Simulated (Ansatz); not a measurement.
# PtC (model cell, started as wurtzite): a soft mode frozen in, part 2 of 2

Aim: this structure of PtC (model cell, started as wurtzite) is to be tested for unstable modes, and one is followed downhill.

Ansatz 0.2.0; DFT LDA, scalar-relativistic, plane waves, PAW.

So far, highest frequency on the path or at a solved wavevector (cm⁻¹): step 2 (the dispersion) 645. Also lowest frequency on the path (cm⁻¹): step 2 -94.5.

The structure was built from a prototype and need not be the compound's stable phase.

### Step 4. The mode frozen in, largest atomic shift 0.14 Å

The atoms are moved along the unstable eigenvector, the largest shift by 0.14 Å, with the cell fixed.

Contents of input.yaml:

```yaml
crystal:
  lattice:
    - [4.7380418755, 2.7355097523, 0.0]
    - [0.0, 5.4710195045, 0.0]
    - [0.0, 0.0, 5.7777226655]
  atoms:
    - { symbol: Pt, position: [6.91e-07, 0.3429149399, 0.0154528787] }
    - { symbol: Pt, position: [0.3237514113, 0.6666666066, 0.0154532031] }
    - { symbol: Pt, position: [0.6762485928, 0.9904184535, -0.0087451434] }
    - { symbol: Pt, position: [0.3429155066, 0.9999998088, 0.5154534146] }
    - { symbol: Pt, position: [0.6666664196, 0.3237513792, 0.5154533335] }
    - { symbol: Pt, position: [0.9904184214, 0.676248812, 0.4912550681] }
    - { symbol: C, position: [-6.388e-07, 0.3246744345, 0.3790129726] }
    - { symbol: C, position: [0.3419925173, 0.6666667353, 0.3790134311] }
    - { symbol: C, position: [0.6580074933, 1.0086588302, 0.3448112456] }
    - { symbol: C, position: [0.3246739223, 1.0000001584, 0.87901373] }
    - { symbol: C, position: [0.6666669043, 0.3419925463, 0.8790136154] }
    - { symbol: C, position: [1.0086588592, 0.6580072953, 0.8448115445] }
kpoints:
  mp_grid: { grid: [9, 9, 6] }
hamiltonian:
  xc: lda
scf:
  occupations: { method: methfessel_paxton, width: 0.15 }
output:
  forces: true
  stress: true
  eigenvalues: true
```

On the command line:

```bash
$ ansatz run input.yaml --threads 4 --pin off --max-ram 7168MiB --backend cpu --events-out ev --progress --plain --runs-dir out
```

Numbers of over 12 decimals in the logs are rounded to 6 here.

Log:

```text
[...]
k-point 0: bands = [... 62 lower, 15.1426, 16.9430, 17.0128, 17.1210, 17.2134, 17.6232, 17.7709, 17.8922, ... 10 higher]
  k-point 1: bands = [... 62 lower, 15.3790, 16.6274, 16.6484, 16.6679, 16.6945, 17.7836, 17.8203, 18.0857, ... 10 higher]
  k-point 2: bands = [... 62 lower, 15.8273, 16.0185, 16.0889, 16.1599, 16.2229, 17.3582, 17.3866, 18.3381, ... 10 higher]
  k-point 99: bands = [... 62 lower, 16.6080, 16.6080, 16.8383, 16.8383, 17.5230, 17.5230, 18.3923, 18.3923, ... 10 higher]
[key lines of the parts left out:]
SCF converged after 7 iterations
Free energy (F): -74916.479440 eV
Fermi energy:    16.968726 eV
P = ⅓ Tr σ = -1.1424 GPa (-11.424 kbar)
```

Run time: 14 s. Hardware: 4 threads of Intel Xeon Platinum 8488C (Sapphire Rapids), shared host; peak memory 1.1 GiB.

Numbers from this step:

- pressure: -1.142 GPa
- energy from the undistorted cell: -0.598 meV/atom

The energy, extrapolated to zero smearing, is -0.60 meV/atom against the undistorted cell.

The run ends at a pressure of -1.14 GPa, with forces up to 0.16 eV/Å.

### Step 5. Energy along the mode, all amplitudes (two of the runs are shown above)

An imaginary frequency means negative curvature, so the energy should fall and then rise again as anharmonic terms take over.

This step gave:

```
depth at the lowest point sampled  : 0.598 meV/atom
largest atomic shift at that point : 0.14 Å
```

Table of energy from the parent by largest shift of an atom, one sign:

```csv
"largest shift of an atom, one sign (Å)",energy from the parent (meV/atom)
0.000,0
0.040,-0.046
0.080,-0.252
0.140,-0.598
0.220,0.734
0.320,10.9
```

Displacement at unit largest shift by atom:

```csv
atom,x (Å),y (Å),z (Å),size
Pt1,0.000,0.374,0.333,0.501
Pt2,-0.324,-0.187,0.333,0.501
Pt3,0.324,-0.187,-0.666,0.764
Pt4,0.324,0.187,0.333,0.501
Pt5,0.000,-0.374,0.333,0.501
Pt6,-0.324,0.187,-0.666,0.764
C7,0.000,-0.338,0.470,0.579
C8,0.293,0.169,0.470,0.579
C9,-0.293,0.169,-0.941,1.000
C10,-0.293,-0.169,0.471,0.580
C11,0.000,0.338,0.471,0.580
C12,0.293,-0.169,-0.941,1.000
```

The lowest of the steps tried is at 0.14 Å, 0.598 meV/atom below the parent; the bottom of the well need not coincide with a step.

### Step 6. Relaxing from the distorted cell

Starting from the lowest point found, all atoms and the cell are let go, so that strain and other modes of the same symmetry can join in.

Changes to input.yaml since step 4:

```diff
@@ -28 +28,6 @@
   eigenvalues: true
+relax:
+  adjacent_minimum: "off"
+  f_tol: 0.002
+  max_steps: 120
+  cell: { stress_tol: 0.03 }
```

Log:

```text
[...]
Crystal: 12 atoms, lattice volume = 149.770 Å³
Basis set: ecut = 420 eV, 2893 PW (Γ)
Bands: 80, of which v1, the nominal top of the filled ones, is band 66 counted from 1 (65 counted from 0)
Symmetry: 4 space group operations
[...]
k-points: 100 of 486 (time reversal used)
[...]
SCF iter   1: F=—  HF=-74916.522125 eV  |F-HF|=—  |Δ(HF+E_count)|=         —  Δρ=1.11e-2  dr2=1.23e-1  ethr=1.77e-3  ⟨swp⟩=5.6  Hψ=28294  notcnv=0
[...]
SCF iter   7: F=-74916.479440 eV  HF=-74916.479440 eV  |F-HF|=6.71e-9  |Δ(HF+E_count)|=   2.01e-8  S|Δr|=    0.00e0  Δρ=3.31e-6  dr2=1.89e-8  ethr=7.58e-11  ⟨swp⟩=8.5  Hψ=29285  notcnv=0
SCF 1 converged in 7 iterations: F = -74916.479440 eV  dr2 = 1.89e-8
[...]
relax step   1: F+E_penalty+E_count = -74916.47943979 eV  Δ(F+E_penalty+E_count) = +0.000e0 eV  max|allowed force component| = 1.524e-1 eV/Å  Δτ_max = 0.0000 Å  P = -1.142 GPa  Ω = 149.770 Å³  (7 SCF iters, dr2 threshold 1.00e-7 eV, accepted)
Crystal: 12 atoms, lattice volume = 149.002 Å³
[...]
SCF iter   5: F=-74916.492132 eV  HF=-74916.492132 eV  |F-HF|=7.45e-8  |Δ(HF+E_count)|=   3.58e-7  S|Δr|=    0.00e0  Δρ=1.04e-5  dr2=1.89e-7  ethr=9.09e-10  ⟨swp⟩=5.4  Hψ=29419  notcnv=0
SCF 2 converged in 5 iterations: F = -74916.492132 eV  dr2 = 1.89e-7
relax step   2: F+E_penalty+E_count = -74916.49213228 eV  Δ(F+E_penalty+E_count) = -1.269e-2 eV  max|allowed force component| = 9.106e-2 eV/Å  Δτ_max = 0.0148 Å  P = +0.126 GPa  Ω = 149.002 Å³  energy of the carried Pulay correction = +1.395e-3 eV  (5 SCF iters, dr2 threshold 1.20e-6 eV, accepted)
Crystal: 12 atoms, lattice volume = 148.738 Å³
Basis set: ecut = 420 eV, 2885 PW (Γ)
[...]
SCF iter   6: F=-74916.502204 eV  HF=-74916.502204 eV  |F-HF|=1.19e-8  |Δ(HF+E_count)|=   1.13e-7  S|Δr|=    0.00e0  Δρ=3.58e-6  dr2=2.67e-8  ethr=3.93e-10  ⟨swp⟩=5.1  Hψ=26198  notcnv=0
SCF 3 converged in 6 iterations: F = -74916.502204 eV  dr2 = 2.67e-8
relax step   3: F+E_penalty+E_count = -74916.50220427 eV  Δ(F+E_penalty+E_count) = -1.007e-2 eV  max|allowed force component| = 1.053e-1 eV/Å  Δτ_max = 0.0286 Å  P = +0.312 GPa  Ω = 148.738 Å³  energy of the carried Pulay correction = +1.877e-3 eV  (6 SCF iters, dr2 threshold 5.18e-7 eV, accepted)
[... from here on, the SCF cycles and remarks between the steps are left out ...]
relax step   4: F+E_penalty+E_count = -74916.53410667 eV  Δ(F+E_penalty+E_count) = -3.190e-2 eV  max|allowed force component| = 9.323e-2 eV/Å  Δτ_max = 0.0755 Å  P = +0.021 GPa  Ω = 147.771 Å³  energy of the carried Pulay correction = +3.649e-3 eV  (6 SCF iters, dr2 threshold 6.92e-7 eV, accepted)
relax step   5: F+E_penalty+E_count = -74916.47328012 eV  Δ(F+E_penalty+E_count) = +6.083e-2 eV  max|allowed force component| = 3.085e-1 eV/Å  Δτ_max = 0.0956 Å  P = +0.060 GPa  Ω = 145.950 Å³  energy of the carried Pulay correction = +7.015e-3 eV  (6 SCF iters, dr2 threshold 5.43e-7 eV, rejected (line search))
relax step   6: F+E_penalty+E_count = -74916.53665906 eV  Δ(F+E_penalty+E_count) = -2.552e-3 eV  max|allowed force component| = 6.234e-2 eV/Å  Δτ_max = 0.0283 Å  P = +0.038 GPa  Ω = 147.234 Å³  energy of the carried Pulay correction = +4.636e-3 eV  (10 SCF iters, accepted)
relax step   7: F+E_penalty+E_count = -74916.53993507 eV  Δ(F+E_penalty+E_count) = -3.276e-3 eV  max|allowed force component| = 7.692e-3 eV/Å  Δτ_max = 0.0127 Å  P = -0.005 GPa  Ω = 147.343 Å³  energy of the carried Pulay correction = +4.435e-3 eV  (5 SCF iters, dr2 threshold 2.43e-7 eV, accepted)
relax step   8: F+E_penalty+E_count = -74916.53993583 eV  Δ(F+E_penalty+E_count) = -7.580e-7 eV  max|allowed force component| = 1.348e-3 eV/Å  Δτ_max = 0.0012 Å  P = -0.003 GPa  Ω = 147.356 Å³  energy of the carried Pulay correction = +4.413e-3 eV  (5 SCF iters, dr2 threshold 6.47e-9 eV, accepted)
relax step   9: F+E_penalty+E_count = -74916.53591025 eV  Δ(F+E_penalty+E_count) = +4.026e-3 eV  max|allowed force component| = 1.339e-3 eV/Å  Δτ_max = 0.0000 Å  P = -0.031 GPa  Ω = 147.356 Å³  stress off target by 5.81e-2 GPa  SCF on the basis re-selected at this cell (its energy is not comparable with the rows above)  (5 SCF iters)
relax step  10: F+E_penalty+E_count = -74916.53601378 eV  Δ(F+E_penalty+E_count) = -1.035e-4 eV  max|allowed force component| = 2.325e-3 eV/Å  Δτ_max = 0.0013 Å  P = +0.056 GPa  Ω = 147.297 Å³  energy of the carried Pulay correction = +1.062e-4 eV  (5 SCF iters, dr2 threshold 8.45e-9 eV, rejected (line search))
relax step  11: F+E_penalty+E_count = -74916.53595392 eV  Δ(F+E_penalty+E_count) = -4.367e-5 eV  max|allowed force component| = 2.384e-4 eV/Å  Δτ_max = 0.0005 Å  P = -0.005 GPa  Ω = 147.335 Å³  energy of the carried Pulay correction = +3.680e-5 eV  (6 SCF iters, accepted)
[...]
SCF iter   4: F=-74916.535935 eV  HF=-74916.535935 eV  |F-HF|=2.91e-11  |Δ(HF+E_count)|=  4.37e-11  S|Δr|=    0.00e0  Δρ=6.26e-8  dr2=4.45e-12  ethr=1.00e-12  ⟨swp⟩=4.5  Hψ=28641  notcnv=0
SCF 12 converged in 4 iterations: F = -74916.535935 eV  dr2 = 4.45e-12
relax step  12: F+E_penalty+E_count = -74916.53593466 eV  Δ(F+E_penalty+E_count) = +1.926e-5 eV  max|allowed force component| = 2.365e-4 eV/Å  Δτ_max = 0.0000 Å  P = -0.006 GPa  Ω = 147.335 Å³  stress off target by 8.11e-3 GPa  SCF on the basis re-selected at this cell (its energy is not comparable with the rows above)  (4 SCF iters)
[...]
SCF converged after 4 iterations
[...]
Free energy (F): -74916.535935 eV
[...]
Internal energy: -74916.537045 eV  (E = F + TS)
E sigma→0 (E₀):  -74916.536212 eV
Entropy (-TS):   0.001110 eV (0.093 meV/atom)
Fermi energy:    17.159140 eV
[...]
--- Forces (eV/Å), atoms counted from 1 ---
  atom   1  Pt    -0.00008861    -0.00018825     0.00002299
  atom   2  Pt     0.00011872     0.00017087     0.00002299
  atom   3  Pt     0.00006361    -0.00003673    -0.00023652
  atom   4  Pt    -0.00011872    -0.00017087     0.00002299
  atom   5  Pt     0.00008861     0.00018825     0.00002299
  atom   6  Pt    -0.00006361     0.00003673    -0.00023652
  atom   7  C     -0.00007156    -0.00014678     0.00002777
  atom   8  C      0.00009134     0.00013536     0.00002777
  atom   9  C      0.00020695    -0.00011948     0.00013493
  atom  10  C     -0.00009134    -0.00013536     0.00002777
  atom  11  C      0.00007156     0.00014678     0.00002777
  atom  12  C     -0.00020695     0.00011948     0.00013493
  max |Σ_I F_I| component: 1.43e-7 eV/Å
--- Stress (GPa, compression-positive) ---
       -0.006664       0.002505       0.000000
        0.002505      -0.003772       0.000000
        0.000000       0.000000      -0.006108
  P = ⅓ Tr σ = -0.0055 GPa (-0.055 kbar)
--- Band table (eV; the first three rows and the last of 100) ---
  k-point 0: bands = [... 62 lower, 15.5749, 16.9885, 17.2686, 17.3268, 17.5344, 17.8460, 18.0343, 18.3301, ... 10 higher]
  k-point 1: bands = [... 62 lower, 15.7757, 16.7558, 16.8007, 16.9581, 17.0528, 17.9790, 18.2465, 18.3619, ... 10 higher]
  k-point 2: bands = [... 62 lower, 15.9510, 16.2400, 16.2538, 16.5351, 16.9073, 17.6117, 17.9028, 18.4830, ... 10 higher]
  k-point 99: bands = [... 62 lower, 16.6641, 16.6641, 17.0495, 17.0495, 17.7416, 17.7416, 18.3226, 18.3226, ... 10 higher]
--- Relaxed structure (10 steps of the walk, 8 accepted, 2 SCFs on fresh bases) ---
  F+E_penalty+E_count = -74916.53593466 eV   max|allowed force component| = 2.365e-4 eV/Å   (the final SCF, on the basis selected at the relaxed cell)
  cell:  # Å, volume = 147.3351 Å³
    - [4.718751, 2.768310, 0]
    - [0.038052, 5.470713, 0]
    - [0, 0, 5.730743]
  atoms:
    - { symbol: Pt, position: [-0.00408806, 0.363400, 0.025210] }
    - { symbol: Pt, position: [0.303267, 0.670755, 0.025210] }
    - { symbol: Pt, position: [0.663353, 1.003314, -0.025270] }
    - { symbol: Pt, position: [0.363400, 0.995912, 0.525210] }
    - { symbol: Pt, position: [0.670755, 0.303267, 0.525210] }
    - { symbol: Pt, position: [1.003314, 0.663353, 0.474730] }
    - { symbol: C, position: [0.00468987, 0.305912, 0.386597] }
    - { symbol: C, position: [0.360754, 0.661977, 0.386597] }
    - { symbol: C, position: [0.665541, 1.001126, 0.326654] }
    - { symbol: C, position: [0.305912, 1.004690, 0.886597] }
    - { symbol: C, position: [0.661977, 0.360754, 0.886597] }
    - { symbol: C, position: [1.001126, 0.665541, 0.826654] }
```

Elapsed: 3.4 min, on 4 threads; peak memory 1.2 GiB; 13 min of CPU time.

The steps of the relaxation:

```csv
step,energy less that of the first step (eV),largest force component (eV/Å),pressure (GPa),volume (Å³)
1,0.0000,0.1524,-1.14,149.77
2,-0.0127,0.0911,0.13,149.00
3,-0.0228,0.1053,0.31,148.74
4,-0.0547,0.0932,0.02,147.77
5,0.0062,0.3085,0.06,145.95
6,-0.0572,0.0623,0.04,147.23
7,-0.0605,0.0077,0.00,147.34
8,-0.0605,0.0013,0.00,147.36
9*,-0.0565,0.0013,-0.03,147.36
10,-0.0566,0.0023,0.06,147.30
11,-0.0565,0.0002,-0.01,147.34
12*,-0.0565,0.0002,-0.01,147.34
```

Relaxation steps marked * repeat the geometry before them on a plane-wave basis chosen anew for their cell, so energy and pressure can jump there. Relaxation steps 5, 10 were tried and not accepted.

Forces are held to the 4 operations that the run works with; a distortion that breaks them can't arise in this run.

```csv
"conventional cell, symmetrised",before,after,change
a (Å),9.476,9.514,+0.4 %
b (Å),5.471,5.405,-1.2 %
c (Å),5.778,5.731,-0.8 %
volume (Å³/atom),12.48,12.28,-1.6 %
```

The atoms that moved most (Å, as changes of fractional coordinates times the final cell):

```csv
atom,dx,dy,dz,length
Pt6,0.060,-0.035,-0.095,0.118
Pt3,-0.060,0.035,-0.095,0.118
Pt1,-0.019,0.101,0.056,0.117
Pt2,-0.097,-0.034,0.056,0.117
Pt5,0.019,-0.101,0.056,0.117
Pt4,0.097,0.034,0.056,0.117
C12,-0.035,0.020,-0.104,0.112
C9,0.035,-0.020,-0.104,0.112
```

Final coordinates:

```
Pt C
1.0
     4.71875    2.76831    0.00000
     0.03805    5.47071    0.00000
     0.00000    0.00000    5.73074
Pt C
6 6
Direct
  0.99591 0.36340 0.02521
  0.30327 0.67075 0.02521
  0.66335 0.00331 0.97473
  0.36340 0.99591 0.52521
  0.67075 0.30327 0.52521
  0.00331 0.66335 0.47473
  0.00469 0.30591 0.38660
  0.36075 0.66198 0.38660
  0.66554 0.00113 0.32665
  0.30591 0.00469 0.88660
  0.66198 0.36075 0.88660
  0.00113 0.66554 0.82665
```

Numbers from this step:

```yaml
pressure: -0.005515 GPa
volume_per_atom: 12.28 Å³
```

The distorted start has space group Cmc2_1; the relaxation ends in Cmc2_1.

### Step 7. Summary of results

| Property | Result |
| --- | --- |
| unstable mode of the parent | q = (0.333, 0.333, 0), 36i cm⁻¹ |
| depth at the lowest point sampled | 0.598 meV/atom |
| largest atomic shift at that point | 0.14 Å |
| space group reached (within 0.01 Å) | Cmc2_1 |
| energy gained over the parent (first relaxation, on the mesh of the frozen mode) | 5.40 meV/atom |
| volume per atom, phase reached | 12.3 Å³ |

Along this mode the structure falls into Cmc2_1, 5.40 meV/atom below the parent. At the parent's cell the well is 0.598 meV/atom deep on the steps tried, with its lowest point at a shift of 0.14 Å. Relaxing atoms and cell changes the gain by +4.81 meV/atom against the lowest step (energies at zero smearing). Most of the total comes from this relaxation. The modes of the phase reached were not computed on this path. How so shallow a well moves with the k mesh was not tested. Of the 4 patterns followed to their end from this parent, this one ends 13.4 meV/atom above the lowest, Cmc2_1. Each path keeps the symmetry of its pattern, so a lower phase may lie along a pattern not tried. With no gap, or one that is small against the smearing, the frequencies hang on the k mesh and the smearing, most of all near Kohn anomalies. Spin-orbit coupling is left out, which can matter for the heavy elements here. A phonon run warned that its eigensolver left some bands unconverged in a pass. The starting cell was built on a prototype and not taken from a measurement, so the phase need not exist.

[Logs are printed without paths, hosts, clocks, repeated set-up lines and the standing remarks that a program may print on its own settings, such as how far it seeks lower states.]

[Hosts, paths, dates, database ids (printed as entryN), source tags and the programs' standing remarks are cut or masked in the printed files.]
